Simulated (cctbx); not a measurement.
## Accept or mend?

Cell a = 5.2820 Å, b = 5.2820 Å, c = 11.4850 Å, α = 90.00°, β = 90.00°, γ = 120.00°; space group R-3m (no. 166). The compound is Tm2AlCo3.

The data are simulated with cctbx, not measured: synchrotron X-rays, λ = 0.7749 Å, to d = 0.84 Å, 80 % of the full sphere, strongest reflection 40000 counts, noise from counting, a 6 % proportional error and a noise floor of 2 counts (s.d.); no absorption.

An anisotropic refinement with weights 1/σ² prints:

```text
Rint 0.050, 24 unique reflections to 1.32 A
cycle     R1     wR2    GooF  max shift (A)
   1  0.0098  0.0308   1.362   0.00126
   2  0.0083  0.0168   0.742   0.00000
final R1 0.0083 wR2 0.0168 GooF 0.742  parameters 9  data/parameter 2.7
atom        x        y        z      Ueq    occ   su(xyz)  su(Uiso or U11)
Tm1    0.33333  0.66667  0.03154   0.0088  1.000  0.00006  0.0009
Co1    0.16667  0.33333  0.83333   0.0133  1.000  0.00000  0.0016
Al1    0.00000  0.00000  0.00000   0.0164  1.000  0.00000  0.0042  NPD
difference map: max 0.40 min -0.31 rms 0.11
Q1    0.0000  0.0000  0.5000    3    0.40  1.55 A from Tm1
Q2    0.9928  0.4964  0.3637   18    0.37  1.53 A from Al1
Q3    0.0000  0.0000  0.2151    6    0.31  1.62 A from Co1
Q4    0.0000  0.5000  0.5000    9    0.24  0.00 A from Co1
Q5    0.0134  0.5067  0.0738   18    0.12  1.54 A from Tm1
Q6    0.0000  0.0000  0.0595    6    0.12  0.68 A from Al1
```

**Question.** Can this result stand? If not, what is the likely fault?

Mend it. The fault: data cut at low resolution. Against the right model at the same level, R1 goes from 0.0080 to 0.0083 and GooF from 0.76 to 0.74 and Al1 goes non-positive-definite. The atoms are right, but there are too few data for the parameters: R1 flatters and the s.u.s grow. Data per parameter fall from 8.6 to 2.7.

The compound is Tm2AlCo3. The right model at the same level gives:

```text
Rint 0.050, 77 unique reflections to 0.85 A
cycle     R1     wR2    GooF  max shift (A)
   1  0.0139  0.0512   2.035   0.00061
   2  0.0080  0.0192   0.762   0.00000
final R1 0.0080 wR2 0.0192 GooF 0.762  parameters 9  data/parameter 8.6
atom        x        y        z      Ueq    occ   su(xyz)  su(Uiso or U11)
Tm1    0.33333  0.66667  0.03138   0.0086  1.000  0.00002  0.0002
Co1    0.16667  0.33333  0.83333   0.0123  1.000  0.00000  0.0002
Al1    0.00000  0.00000  0.00000   0.0143  1.000  0.00000  0.0007
difference map: max 0.79 min -0.75 rms 0.16
Q1    0.0000  0.0000  0.4466    6    0.79  0.94 A from Tm1
Q2    0.0732  0.5366  0.6623   18    0.63  1.19 A from Al1
Q3    0.0000  0.0000  0.1826    6    0.50  1.54 A from Co1
Q4    0.1102  0.2204  0.2643   18    0.29  1.53 A from Tm1
Q5    0.9991  0.2763  0.1103   36    0.27  1.01 A from Co1
Q6    0.0298  0.2516  0.1601   36    0.24  0.90 A from Co1
```

Isotropic U is held between 0.0001 and 1 Å² by the program, and listed peak heights are interpolated, so they can pass the grid's maximum.

The model was made for the exercise: a known structure type with other elements put in, its volume estimated, not relaxed; displacement parameters are assumed.

[Middle refinement cycles are left out of these outputs.]

[Logs are printed without paths, hosts, clocks, repeated set-up lines and the standing remarks that a program may print on its own settings, such as how far it seeks lower states.]
